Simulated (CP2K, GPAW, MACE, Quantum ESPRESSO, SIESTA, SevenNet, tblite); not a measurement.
# CP2K on random packing of Al77Si23 (at. %) (94 atoms): settings against a plane-wave reference

Wanted: CP2K inputs and outputs for random packing of Al77Si23 (at. %) (94 atoms), checked against a plane-wave reference.

Main program and level: CP2K 2026.2; the method is named at each step.

### 1. Starting point

The cell holds 94 atoms: 72 Al and 22 Si. Cell: a = 11.959 Å, b = 11.959 Å, c = 11.959 Å, α = 90.0°, β = 90.0°, γ = 90.0°. 94 atoms (72 Al, 22 Si) packed at random in a cube at 2.49 g/cm³ and pushed apart as soft spheres; a start for melting by ab initio MD, not an equilibrated structure. Then every atom was moved at random, 0.02 Å r.m.s. a Cartesian component.

The yardstick, on the same geometry:

```
method                 : Kohn-Sham DFT, PBE, SSSP efficiency 1.3.0 pseudopotentials, plane waves (Quantum ESPRESSO 7.5); sssp-pbe-1.3.0-efficiency, cutoffs 45/360 Ry, Γ point
r.m.s. force component : 1.473 eV/Å
longest force          : 5.173 eV/Å
pressure               : 14.6 GPa
time                   : 5.5 min on 4 MPI ranks of Arm Neoverse V1, shared host
CPU time               : 22 min
```

### 2. PBE, DZVP-UZH, 350/50 Ry, diagonalisation

Method: Kohn-Sham DFT, PBE, GTH-PBE pseudopotentials, Gaussian and plane waves, DZVP-MOLOPT (UZH set), diagonalisation.

File input.inp:

```
&GLOBAL
  PROJECT cell
  RUN_TYPE ENERGY_FORCE
  PRINT_LEVEL LOW
&END GLOBAL
&FORCE_EVAL
  METHOD QS
  STRESS_TENSOR ANALYTICAL
  &DFT
    BASIS_SET_FILE_NAME BASIS_MOLOPT_UZH
    POTENTIAL_FILE_NAME POTENTIAL_UZH
    &MGRID
      CUTOFF 350
      REL_CUTOFF 50
    &END MGRID
    &QS
      EPS_DEFAULT 1.0E-12
    &END QS
    &SCF
      SCF_GUESS ATOMIC
      EPS_SCF 5.0E-06
      MAX_SCF 200
      ADDED_MOS 38
      &DIAGONALIZATION
        ALGORITHM STANDARD
      &END DIAGONALIZATION
      &SMEAR ON
        METHOD FERMI_DIRAC
        ELECTRONIC_TEMPERATURE [K] 580
      &END SMEAR
      &MIXING
        METHOD BROYDEN_MIXING
        ALPHA 0.15
        NBROYDEN 12
      &END MIXING
      &PRINT
        &RESTART OFF
        &END RESTART
      &END PRINT
    &END SCF
    &XC
      &XC_FUNCTIONAL PBE
      &END XC_FUNCTIONAL
    &END XC
    &PRINT
      &MULLIKEN ON
      &END MULLIKEN
      &HIRSHFELD ON
        SHAPE_FUNCTION DENSITY
      &END HIRSHFELD
      &MO ON
        EIGENVALUES T
        OCCUPATION_NUMBERS T
        MO_INDEX_RANGE 141 164
        &EACH
          QS_SCF 0
        &END EACH
        ADD_LAST NUMERIC
      &END MO
    &END PRINT
  &END DFT
  &SUBSYS
    &CELL
      A 11.95900 0.00000 0.00000
      B 0.00000 11.95900 0.00000
      C 0.00000 0.00000 11.95900
    &END CELL
    &TOPOLOGY
      COORD_FILE_NAME structure.xyz
      COORD_FILE_FORMAT XYZ
    &END TOPOLOGY
    &KIND Al
      BASIS_SET DZVP-MOLOPT-PBE-GTH-q3
      POTENTIAL GTH-PBE-q3
    &END KIND
    &KIND Si
      BASIS_SET DZVP-MOLOPT-PBE-GTH-q4
      POTENTIAL GTH-PBE-q4
    &END KIND
  &END SUBSYS
  &PRINT
    &FORCES ON
    &END FORCES
    &STRESS_TENSOR ON
    &END STRESS_TENSOR
  &END PRINT
&END FORCE_EVAL
```

File structure.xyz:

```xyz
94

Al 9.78282 0.48589 1.54546
Al 2.97301 10.71096 0.46855
Al 4.99970 3.62561 9.59387
Al 10.69075 1.52896 11.64902
Al 7.95022 6.72490 7.93683
Al 7.32190 2.37637 5.98105
Al 8.34774 7.79428 3.88117
Al 8.41088 10.42454 8.66800
Al 10.22267 1.18669 4.37580
Al 4.38537 7.45715 0.32134
Al 8.04709 11.04318 2.42206
Al 5.86087 9.02629 4.20275
Al 5.12730 11.21383 3.66603
Al 1.63515 6.70170 0.74505
Al 6.74033 8.88721 1.38354
Al 9.71633 4.14248 9.15880
Al 6.56107 8.54554 8.68271
Al 11.20869 6.22885 9.04280
Al 1.19267 5.86445 4.75298
Al 7.10532 0.18967 4.47434
Al 7.11537 2.43772 8.82658
Al 5.61248 5.45366 2.67894
Al 8.63332 5.67574 0.23045
Al 5.55209 6.74930 4.67202
Al 10.62103 3.75501 0.47035
Al 11.18681 4.28025 4.12239
Al 11.94010 7.86771 6.05783
Al 5.70624 2.11232 11.24887
Al 1.92731 0.77243 10.82565
Al 2.50087 8.75411 1.72269
Al 0.88066 4.56320 11.86141
Al 9.14935 6.98681 5.93573
Al 7.07482 9.74431 6.69094
Al 10.94691 6.67707 4.17895
Al 1.13742 6.68640 10.32337
Al 11.73381 5.42568 6.59670
Al 0.08802 9.02689 9.95778
Al 5.74738 7.18879 6.96014
Al 9.97811 3.89780 6.62277
Al 9.13835 1.39251 6.93371
Al 9.04794 8.93445 1.91296
Al 9.01768 6.24080 9.94510
Al 11.78571 9.20257 0.33748
Al 10.90159 10.50144 2.11973
Al 2.24470 9.92669 10.27661
Al 7.43336 5.53642 4.20969
Al 4.08173 5.91133 9.50549
Al 6.10973 5.20611 0.24277
Al 1.89287 2.76839 2.18156
Al 2.70465 7.69191 8.42236
Al 11.16576 7.95214 2.27388
Al 5.81781 11.51054 0.63873
Al 0.14004 0.98781 5.89399
Al 7.64013 3.46775 11.41092
Al 9.67531 10.98279 11.68263
Al 6.28780 3.46476 4.14044
[... 34 atom lines left out ...]
Si 6.06824 0.14136 9.91234
Si 2.21851 0.59771 8.05917
Si 1.14292 8.80481 3.50590
Si 11.47610 1.01903 8.73390
```

On the command line:

```sh
> OMP_NUM_THREADS=1 mpirun -np 4 cp2k.psmp -i input.inp > output.txt
```

Numbers of over 12 decimals in the logs are rounded to 6 here.

Log:

```text
CP2K| version string:                                       CP2K version 2026.2
 CP2K| Input file name                                                 input.inp
 GLOBAL| Basis set file name                                    BASIS_MOLOPT_UZH
 GLOBAL| Potential file name                                       POTENTIAL_UZH
 GLOBAL| Run type                                                   ENERGY_FORCE
 GLOBAL| Total number of message passing processes                             4
 GLOBAL| Number of threads for this process                                    1
 TOTAL NUMBERS AND MAXIMUM NUMBERS
  Total number of            - Atomic kinds:                                   2
                             - Atoms:                                         94
                             - Shell sets:                                    94
                             - Shells:                                       470
                             - Primitive Cartesian functions:                376
                             - Cartesian basis functions:                   1316
                             - Spherical basis functions:                   1222
  Maximum angular momentum of- Orbital basis functions:                        2
                             - Local part of the GTH pseudopotential:          0
                             - Non-local part of the GTH pseudopotential:      2
 SCF PARAMETERS         Density guess:                                    ATOMIC
                        max_scf:                                             200
                        eps_scf:                                        5.00E-06
                        added MOs                                        38    0
                        Mixing method:                            BROYDEN_MIXING
                                                charge density mixing in g-space
                        Smear method:                                FERMI_DIRAC
                        Electronic temperature [K]:                        580.0
                        Electronic temperature [a.u.]:                  1.84E-03
                        Accuracy threshold:                             1.00E-10
 Extrapolation method: initial_guess
 Number of electrons:                                                        304
 Number of occupied orbitals:                                                152
 Number of molecular orbitals:                                               190
 Number of orbital functions:                                               1222
 Number of independent orbital functions:                                   1222
 SCF WAVEFUNCTION OPTIMIZATION
  Step     Update method      Time    Convergence         Total energy    Change
     1 NoMix/Diag. 0.15E+00    5.8     1.27173274      -245.6676812423 -2.46E+02
     2 Broy./Diag. 0.15E+00    7.8     0.17540130      -237.6940368242  7.97E+00
     3 Broy./Diag. 0.15E+00    7.8     0.17121852      -236.6478985196  1.05E+00
     4 Broy./Diag. 0.15E+00    7.8     0.06640134      -235.3993115878  1.25E+00
[...]
16 Broy./Diag. 0.15E+00    7.8     0.00000713      -233.1352115453 -1.31E-04
    17 Broy./Diag. 0.15E+00    7.9     0.00000263      -233.1352913033 -7.98E-05
  *** SCF run converged in    17 steps ***
  Electronic density on regular grids:       -303.9999999999        0.0000000001
  Core density on regular grids:              303.9999999992       -0.0000000008
  Total charge density on r-space grids:       -0.0000000007
  Total charge density g-space grids:          -0.0000000007
  Overlap energy of the core charge distribution:               1.98537e-09
  Self energy of the core charge distribution:               -631.892480
  Core Hamiltonian energy:                                    139.095907
  Hartree energy:                                             344.321296
  Exchange-correlation energy:                                -84.645801
  Electronic entropic energy:                                  -0.014213
  Fermi energy:                                                 0.216239
  Total energy:                                              -233.135291
  Total energy (extrapolated to T->0):                       -233.128185
 MO| EIGENVALUES AND OCCUPATION NUMBERS
 MO|
 MO|  Index      Eigenvalue [a.u.]        Eigenvalue [eV]             Occupation
 MO|    141               0.196533               5.347938               1.999956
 MO|    142               0.196607               5.349955               1.999954
 MO|    143               0.200704               5.461445               1.999576
[...]
MO|    163               0.236208               6.427546               0.000038
 MO|    164               0.238567               6.491742               0.000011
 MO| Sum:                                                             304.000000
 MO| E(Fermi):            0.216239 a.u.          5.884164 eV
 !-----------------------------------------------------------------------------!
                     Mulliken Population Analysis
 #  Atom  Element  Kind  Atomic population                           Net charge
       1     Al       1          3.389089                             -0.389089
       2     Al       1          3.011620                             -0.011620
       3     Al       1          3.003682                             -0.003682
[...]
93     Si       2          3.852476                              0.147524
      94     Si       2          3.812452                              0.187548
 # Total charge                            304.000000                  0.000000
 !-----------------------------------------------------------------------------!
 !-----------------------------------------------------------------------------!
                           Hirshfeld Charges
  #Atom  Element  Kind  Ref Charge     Population                    Net charge
      1       Al     1       3.000          3.091                        -0.091
      2       Al     1       3.000          2.988                         0.012
      3       Al     1       3.000          2.997                         0.003
[...]
93       Si     2       4.000          4.011                        -0.011
     94       Si     2       4.000          4.008                        -0.008
  Total Charge                                                           -0.000
 !-----------------------------------------------------------------------------!
 ENERGY| Total FORCE_EVAL ( QS ) energy [hartree]           -233.135396
 FORCES| Atomic forces [hartree/bohr]
 FORCES|   Atom     x               y               z               |f|
 FORCES|      1 -7.81085005E-03  2.52748575E-02  4.57735241E-02   5.28681691E-02
 FORCES|      2  1.93497272E-02  4.46024478E-02  2.06713384E-02   5.28308104E-02
 FORCES|      3 -2.72688900E-02  4.63319730E-04 -8.20953012E-03   2.84816329E-02
[...]
FORCES|     93 -9.43555080E-03  1.23346225E-02  4.25940417E-02   4.53367943E-02
 FORCES|     94  6.01543608E-03  3.89296049E-04 -6.31495311E-03   8.73015781E-03
 FORCES| Sum    -4.08192634E-07  2.59262054E-07 -3.17604991E-07
 FORCES| Total atomic force                                       5.78542107E-07
 STRESS| Analytical stress tensor [bar]
 STRESS|                        x                   y                   z
 STRESS|      x        1.20618189905E+05  -2.42020406255E+03   9.54871022653E+03
 STRESS|      y       -2.42020406255E+03   1.46403439851E+05  -4.52234131074E+03
 STRESS|      z        9.54871022653E+03  -4.52234131074E+03   1.52601326378E+05
 STRESS| 1/3 Trace                                             1.39874318711E+05
```

It took 2.7 min on 4 MPI ranks of Arm Neoverse V1, shared host; peak memory 3.6 GiB.

Banners, paths, timers and routine set-up lines are dropped from the logs unmarked, and long logs keep their key lines alone; longer cuts are marked.

Numbers from this run, and their distance from the reference:

- r.m.s. force component: 1.436 eV/Å
- r.m.s. difference of force components: 42.08 meV/Å
- longest difference of force vectors: 187.8 meV/Å
- force difference over r.m.s. force: 2.857 %
- slope of forces against the reference's: 0.9753
- correlation of force components: 0.9999
- pressure: 13.99 GPa
- pressure difference: -0.6169 GPa

Length of the force difference by element (eV/Å):

```csv
element,atoms,mean,most
Al,72,0.058,0.18
Si,22,0.085,0.19
```

The surroundings of Al54, which bears the longest force, nearest first, numbered as they follow in the input and with coordinates relative to it.

```csv
atom,x,y,z,distance (Å),bonds,Hirshfeld charge (e),Fx,Fy,Fz (eV/Å)
Al54,0.00,0.00,0.00,0.00,5,-0.02,2.53,0.95,-4.21
Si87,-0.47,-0.10,2.16,2.22,4,-0.04,-1.28,2.14,4.25
Si75,0.30,-1.88,1.29,2.30,3,-0.04,0.04,-3.28,-1.24
Al28,-1.93,-1.36,-0.16,2.37,3,0.04,-1.45,-1.56,2.07
Al48,-1.53,1.74,0.79,2.45,4,0.04,-1.27,0.75,-0.61
Al23,0.99,2.21,0.78,2.54,5,0.03,-0.29,-0.43,2.29
Al21,-0.52,-1.03,-2.58,2.83,4,-0.05,1.12,1.37,0.63
Al16,2.08,0.67,-2.25,3.14,3,0.06,-0.23,-2.63,0.26
Al25,2.98,0.29,1.02,3.16,3,0.03,-1.79,1.71,0.59
Al3,-2.64,0.16,-1.82,3.21,4,0.00,-1.40,0.02,-0.42
```

Forces lie 2.9 % from the reference's, at 0.48 times its CPU time.

### 3. PBE, TZVP-MOLOPT (SR for Al), 350/50 Ry, diagonalisation

Method: Kohn-Sham DFT, PBE, GTH-PBE pseudopotentials, Gaussian and plane waves, TZVP-MOLOPT-GTH, diagonalisation.

Edit input.inp of step 2 so:

```diff
@@ -9,4 +9,5 @@
   &DFT
-    BASIS_SET_FILE_NAME BASIS_MOLOPT_UZH
-    POTENTIAL_FILE_NAME POTENTIAL_UZH
+    BASIS_SET_FILE_NAME BASIS_MOLOPT
+    BASIS_SET_FILE_NAME BASIS_MOLOPT_UCL
+    POTENTIAL_FILE_NAME GTH_POTENTIALS
     &MGRID
@@ -72,3 +73,3 @@
     &KIND Al
-      BASIS_SET DZVP-MOLOPT-PBE-GTH-q3
+      BASIS_SET TZVP-MOLOPT-SR-GTH-q3
       POTENTIAL GTH-PBE-q3
@@ -76,3 +77,3 @@
     &KIND Si
-      BASIS_SET DZVP-MOLOPT-PBE-GTH-q4
+      BASIS_SET TZVP-MOLOPT-GTH-q4
       POTENTIAL GTH-PBE-q4
```

structure.xyz is that of step 2.

Log:

```text
CP2K| version string:                                       CP2K version 2026.2
 CP2K| Input file name                                                 input.inp
 GLOBAL| Basis set file name                                        BASIS_MOLOPT
 GLOBAL| Potential file name                                      GTH_POTENTIALS
[... lines left out ...]
 Number of electrons:                                                        304
[... lines left out ...]
  Step     Update method      Time    Convergence         Total energy    Change
[... lines left out ...]
  *** SCF run converged in    17 steps ***
[... lines left out ...]
  Fermi energy:                                                 0.215112
  Total energy:                                              -233.233840
  Total energy (extrapolated to T->0):                       -233.226720
[... lines left out ...]
 MO| E(Fermi):            0.215112 a.u.          5.853507 eV
[... lines left out ...]
 ENERGY| Total FORCE_EVAL ( QS ) energy [hartree]           -233.233942
[... lines left out ...]
 FORCES|      1 -7.48890415E-03  2.53555892E-02  4.61936138E-02   5.32244262E-02
 FORCES|      2  1.94049111E-02  4.45272245E-02  2.03425452E-02   5.26596947E-02
 FORCES|      3 -2.77092638E-02  4.76838310E-04 -8.31210919E-03   2.89330578E-02
[...]
FORCES|     93 -9.50783691E-03  1.21164926E-02  4.23082365E-02   4.50243848E-02
 FORCES|     94  5.41533422E-03  3.89930858E-04 -5.86999636E-03   7.99592071E-03
 FORCES| Sum    -3.06661822E-07 -4.48129203E-08 -1.61728151E-07
 FORCES| Total atomic force                                       3.49579270E-07
 STRESS| Analytical stress tensor [bar]
 STRESS|                        x                   y                   z
 STRESS|      x        1.22005734765E+05  -2.53749025607E+03   9.61164395619E+03
 STRESS|      y       -2.53749025607E+03   1.47549368584E+05  -4.61099366055E+03
 STRESS|      z        9.61164395619E+03  -4.61099366055E+03   1.53864776881E+05
 STRESS| 1/3 Trace                                             1.41139960077E+05
```

Run time: 1.7 min. Hardware: 4 MPI ranks; peak memory 3.5 GiB; 6.8 min of CPU time.

Compared with the plane-wave run:

| Property | Result |
| --- | --- |
| r.m.s. force component | 1.444 eV/Å |
| r.m.s. difference of force components | 34.44 meV/Å |
| longest difference of force vectors | 166.4 meV/Å |
| force difference over r.m.s. force | 2.338 % |
| slope of forces against the reference's | 0.9802 |
| correlation of force components | 0.9999 |
| pressure | 14.11 GPa |
| pressure difference | -0.4903 GPa |

Against the first run (2.9 %), the force difference from the reference is 2.3 %, at 0.64 times the CPU time, with 1598 basis functions against 1222; this set comes with other potentials too, so the change isn't the basis's alone.

(Continued in part 2 of 2.)

[Also dropped from logs without a mark: logging warnings of Python, and SIESTA's first energy breakdown and zero terms.]

[Logs are printed without paths, hosts, clocks, repeated set-up lines and the standing remarks that a program may print on its own settings, such as how far it seeks lower states.]

[Hosts, paths, dates, database ids (printed as entryN), source tags and the programs' standing remarks are cut or masked in the printed files.]
